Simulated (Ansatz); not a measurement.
**ScZn (Pm-3m): from the cell to its phonons**

The cell of ScZn (Pm-3m) is at rest. What are its phonons? After the zone centre comes a 4×4×4 q mesh on a 12×12×12 k mesh.

Method: DFT PBEsol, scalar-relativistic, plane waves, PAW; PAW set soft_1, in Ansatz 0.2.0.

## (1) The structure

It takes space group Pm-3m (No. 221, cubic). Conventional cell: a = 3.301 Å, b = 3.301 Å, c = 3.301 Å, α = 90.00°, β = 90.00°, γ = 90.00°. Nearest to Sc lie 8 Zn at 2.86 Å. Zn has 8 Sc at 2.86 Å nearest. Farther neighbours are not listed.

Coordinates:

```cif
data_structure
_symmetry_space_group_name_H-M 'P 1'
_symmetry_Int_Tables_number 1
_cell_length_a 3.3014
_cell_length_b 3.3014
_cell_length_c 3.3014
_cell_angle_alpha 90.000
_cell_angle_beta 90.000
_cell_angle_gamma 90.000
_cell_volume 35.98
loop_
_atom_site_label
_atom_site_type_symbol
_atom_site_fract_x
_atom_site_fract_y
_atom_site_fract_z
_atom_site_occupancy
Sc1 Sc 0.00000 0.00000 0.00000 1
Zn2 Zn 0.50000 0.50000 0.50000 1
```

## (2) Linear response at the zone centre

The cell comes from relaxations at this level that are not shown. The zone centre comes first: it holds the modes that light can see, as far as symmetry allows. No field response is asked, since the mesh shows no gap.

Contents of input.yaml:

```yaml
crystal:
  lattice:
    - [3.3013580123, 0.0, 0.0]
    - [0.0, 3.3013580123, 0.0]
    - [0.0, 0.0, 3.3013580123]
  atoms:
    - { symbol: Sc, position: [0.0, 0.0, 0.0] }
    - { symbol: Zn, position: [0.5, 0.5, 0.5] }
kpoints:
  mp_grid: { grid: [12, 12, 12] }
hamiltonian:
  xc: pbesol
  pseudopotentials: { kind: paw, azcp: { folder: soft_1 }, xc_functional: pbe }
scf:
  occupations: { method: methfessel_paxton, width: 0.2 }
output:
  eigenvalues: true
phonons:
  method: dfpt
```

Launch:

```bash
ansatz run input.yaml --threads 4 --pin off --max-ram 10240MiB --backend cpu --events-out ev --progress --plain --runs-dir out
```

Numbers of over 12 decimals in the logs are rounded to 6 here.

The log of the run:

```text
Engine: ansatz 0.2.0, aarch64-unknown-linux-gnu
Pseudopotentials: kind: paw
Pseudopotential: Sc, paw, valence charge 11, recommended cutoff 420 eV (normal), soft_1/Sc.paw.azcp
Pseudopotential: Zn, paw, valence charge 12, recommended cutoff 420 eV (normal), soft_1/Zn.paw.azcp
Functional definition: PBEsol
  exchange = pbesol_x
  correlation = pbesol_c
Crystal: 2 atoms, lattice volume = 35.981 Å³
Basis set: ecut = 420 eV, 739 PW (Γ), exchange–correlation on 48×48×48 points (8 copies of the dense FFT grid, shifted against one another)
Bands: 16, of which v1, the nominal top of the filled ones, is band 12 counted from 1 (11 counted from 0)
Symmetry: 48 space group operations
k-points: 196 of 1728 (irreducible under 8 space group operations, time reversal used)
Non-local potential: Sc, projectors of the file, l = 0: 3, l = 1: 2, l = 2: 3, l = 3: 1
Non-local potential: Zn, projectors of the file, l = 0: 2, l = 1: 2, l = 2: 3, l = 3: 1
PAW form: soft (Blöchl's): semilocal exchange-correlation on the pseudo side does not see the compensation charge
PAW frozen core: Sc, regenerated for the run's functional, and the local potential with it (the file was generated under x = pbe(κ = 0.804, μ = 0.219515), c = pbe(β = 0.066725))
PAW frozen core: Zn, regenerated for the run's functional, and the local potential with it (the file was generated under x = pbe(κ = 0.804, μ = 0.219515), c = pbe(β = 0.066725))
PAW one-centre angular grid: Sc, 590 points (default); XC on 64 Gauss nodes
PAW one-centre angular grid: Zn, 590 points (default); XC on 64 Gauss nodes
Initial density: superposition of atomic densities (chi_scale 0.1, normalization cell, long waves kept (reshape's long-wave potential 0.00 eV rms))
Initial wavefunctions: pseudopotential atomic-orbital guess
Functional: x = pbesol(κ = 0.804, μ = 0.123457), c = pbesol(β = 0.046)
SCF iter   1: F=—  HF=-5393.762394 eV  |F-HF|=—  |Δ(HF+E_count)|=         —  Δρ=1.05e-1  dr2=3.03e0  ethr=3.10e-3  ⟨swp⟩=4.9  Hψ=15565  notcnv=0
preconditioner: auto → none  [metal: Δε(μ)=0.007 eV  Ē_g=13.100 eV  σ=0.200 eV  W_gap=0.03  n_scr=6 (ndim 8)  ℏωp=28.4 eV  f_vac=0.000  D(μ)=2.62/eV (n_scr^D=26)  sad-step TF]
SCF iter   2: F=—  HF=-5393.218984 eV  |F-HF|=—  |Δ(HF+E_count)|=   5.43e-1  S|Δr|=    0.00e0  Δρ=3.59e-2  dr2=5.41e-1  ethr=3.10e-3  ⟨swp⟩=2.0  Hψ=6990  notcnv=0
SCF iter   3: F=—  HF=-5393.056273 eV  |F-HF|=—  |Δ(HF+E_count)|=   1.63e-1  S|Δr|=    0.00e0  Δρ=9.96e-3  dr2=3.59e-2  ethr=2.35e-3  ⟨swp⟩=1.4  Hψ=4842  notcnv=0
SCF iter   4: F=—  HF=-5393.050631 eV  |F-HF|=—  |Δ(HF+E_count)|=   5.64e-3  S|Δr|=    0.00e0  Δρ=2.17e-3  dr2=4.68e-4  ethr=1.56e-4  ⟨swp⟩=2.0  Hψ=5225  notcnv=0
SCF iter   5: F=—  HF=-5393.051916 eV  |F-HF|=—  |Δ(HF+E_count)|=   1.28e-3  S|Δr|=    0.00e0  Δρ=1.47e-3  dr2=4.96e-4  ethr=2.03e-6  ⟨swp⟩=2.0  Hψ=5286  notcnv=0
SCF iter   6: F=—  HF=-5393.051817 eV  |F-HF|=—  |Δ(HF+E_count)|=   9.88e-5  S|Δr|=    0.00e0  Δρ=4.45e-4  dr2=4.31e-5  ethr=2.03e-6  ⟨swp⟩=2.1  Hψ=4381  notcnv=0
SCF iter   7: F=—  HF=-5393.051805 eV  |F-HF|=—  |Δ(HF+E_count)|=   1.25e-5  S|Δr|=    0.00e0  Δρ=7.55e-6  dr2=1.94e-8  ethr=1.88e-7  ⟨swp⟩=2.0  Hψ=4225  notcnv=0
SCF iter   8: F=—  HF=-5393.051805 eV  |F-HF|=—  |Δ(HF+E_count)|=   4.24e-8  S|Δr|=    0.00e0  Δρ=4.34e-6  dr2=1.10e-8  ethr=8.46e-11  ⟨swp⟩=2.9  Hψ=5742  notcnv=0
SCF iter   9: F=—  HF=-5393.051805 eV  |F-HF|=—  |Δ(HF+E_count)|=   2.07e-9  S|Δr|=    0.00e0  Δρ=2.78e-6  dr2=3.27e-9  ethr=4.79e-11  ⟨swp⟩=1.5  Hψ=3272  notcnv=0
SCF iter  10: F=—  HF=-5393.051805 eV  |F-HF|=—  |Δ(HF+E_count)|=  9.09e-10  S|Δr|=    0.00e0  Δρ=4.29e-7  dr2=6.54e-11  ethr=1.42e-11  ⟨swp⟩=2.0  Hψ=4492  notcnv=0
SCF iter  11: F=-5393.051805 eV  HF=-5393.051805 eV  |F-HF|=1.82e-12  |Δ(HF+E_count)|=  1.46e-11  S|Δr|=    0.00e0  Δρ=3.07e-8  dr2=4.23e-13  ethr=1.00e-12  ⟨swp⟩=5.1  Hψ=12306  notcnv=0
SCF 1 converged in 11 iterations: F = -5393.051805 eV  dr2 = 4.23e-13
  greatest PAW one-centre occupation: 0.998 electrons in one spin orbital (limit 2), on the Sc atom at site 0 (counted from 0), in its partial waves of l = 0
DFPT response loops at Γ: preconditioner auto → Kerker (q_TF=auto, 2.532 Å⁻¹) (partly filled bands, converged f_vac=0.000); β = 1.00, the filter's whole step (`scf.mixing.beta` (0.50) is not read by the response loops under this deck's `scf.mixing.preconditioner`; to damp them name `kerker` or `kerker_dos`, under which they read `scf.mixing.beta`, and type it under 1.00, their step now; both keys bind the ground state too); Broyden in place of MSR1
SCF converged after 11 iterations
Stability not checked: this state was not tested for a lower state beside it, because cold or Methfessel-Paxton smearing, or corrected tetrahedra, fill the levels in a way that the test cannot read (fill_not_monotonic; see scf.lower_state_search)
Free energy (F): -5393.051805 eV
Harris-Foulkes:  -5393.051805 eV  (|F-HF|=1.82e-12)
Internal energy: -5393.049174 eV  (E = F + TS)
E sigma→0 (E₀):  -5393.051147 eV
Entropy (-TS):   -0.002630 eV (-1.315 meV/atom)
Fermi energy:    10.842036 eV
--- Per-component energies (eV) ---
  E_band       = -100.017384
  E_kinetic    = 355.981289
  E_local      = -2569.705217  (includes V_loc(G=0)·N_el)
  E_nonlocal   = 959.101756
  E_hartree    = 949.557841
  E_xc         = -163.899667
  E_vxc        = -157.802744  (∫ρ·V_xc dr)
  E_paw        = -2823.538958  (= ΣΔE_a)
  E_vpaw       = -586.707952  (= ΣTr[D̂ρ^β])
  E_aug_tail   = -0.000220  (compensation charges beyond the density's cutoff)
  E_ewald      = -2101.472379
  E_core_change = 0.926381  (= ΣΔE_core)
  E_smearing   = -0.002630  (= −TS)
  E_closure    = 0.000000  (closes the sum)
  Σ components = -5393.051805   (vs F -5393.051805, Δ=0.00e0)
--- Band table (eV; the first three rows and the last of 196) ---
  k-point 0: bands = [... 8 lower, 3.9920, 3.9920, 10.9331, 10.9331, 13.9142, 13.9142, 13.9142, 16.4229]
  k-point 1: bands = [... 8 lower, 3.9871, 3.9941, 10.8954, 10.9494, 13.6917, 13.6917, 13.9155, 15.9476]
  k-point 2: bands = [... 8 lower, 3.9739, 3.9999, 10.6853, 10.9951, 13.2342, 13.2342, 13.9188, 15.1086]
  k-point 195: bands = [... 8 lower, 4.1879, 9.0772, 9.0772, 9.0772, 11.7656, 14.7404, 14.7404, 16.0565]
--- Phonons (Γ-DFPT): 2 representative perturbations + reference, on 196 of 1728 k-points (Σ response iterations 7) ---
  k mesh reduced under 8 symmetry operations, with k and −k counted as one. Each operation leaves every solved perturbation unchanged. A smaller set is not used because it would not reduce the number of displacements times k-points to solve
  ASR residual: 2.251e-5 → 0.000e0 eV/Å²; symmetrization residual: 1.634e-6 eV/Å²
  ASR residual per site (eV/Å²): 9.22e-6 2.25e-5
  Γ frequencies (cm⁻¹): 0.00 0.00 0.00 202.65 202.65 202.65
  non-analytic LO–TO correction: not included (Born effective charges unavailable; polar crystals: no LO–TO splitting at Γ)
```

The job ended after 10 s (4 threads of Arm Neoverse V1, shared host; peak memory 0.68 GiB; 36 s of CPU time).

In the SCF lines HF is the Harris–Foulkes energy and dr2 the Hartree energy of the density residual, in eV; the loop may stop once dr2 is under the threshold and the program's other checks hold. Hψ counts applications of the Hamiltonian.

Numbers from this step:

- volume per atom: 17.99 Å³
- gap on the k-mesh: 0 eV
- sum-rule residual before enforcement: 2.25e-5 eV/Å²
- point group: m-3m
- highest optical mode at the zone centre (no LO-TO term): 202.7 cm⁻¹
- lowest optical zone-centre mode: 202.7 cm⁻¹

Patterns of degenerate modes are one choice out of their space. Modes at Γ, with each element's share of the kinetic energy:

```
mode  frequency (cm⁻¹)  symmetry  Sc %  Zn %
   1               0.0  acoustic    41    59
   2               0.0  acoustic    41    59
   3               0.0  acoustic    41    59
   4             202.7       T1u    59    41
   5             202.7       T1u    59    41
   6             202.7       T1u    59    41
```

Displacements in mode 4 (202.7 cm⁻¹), the largest set to 1:
```
Sc1  0.00  0.15  1.00
Zn2  0.00 -0.10 -0.69
```

Before it was imposed, the acoustic sum rule was missed by 2.3e-5 eV/Å². Small misses are needed for a sound result but don't prove that mesh and cutoff are converged. The lowest optical mode is real, 203 cm⁻¹.

(Part 1 of 2 ends here.)

[Logs are printed without paths, hosts, clocks, repeated set-up lines and the standing remarks that a program may print on its own settings, such as how far it seeks lower states.]

[Hosts, paths, dates, database ids (printed as entryN), source tags and the programs' standing remarks are cut or masked in the printed files.]
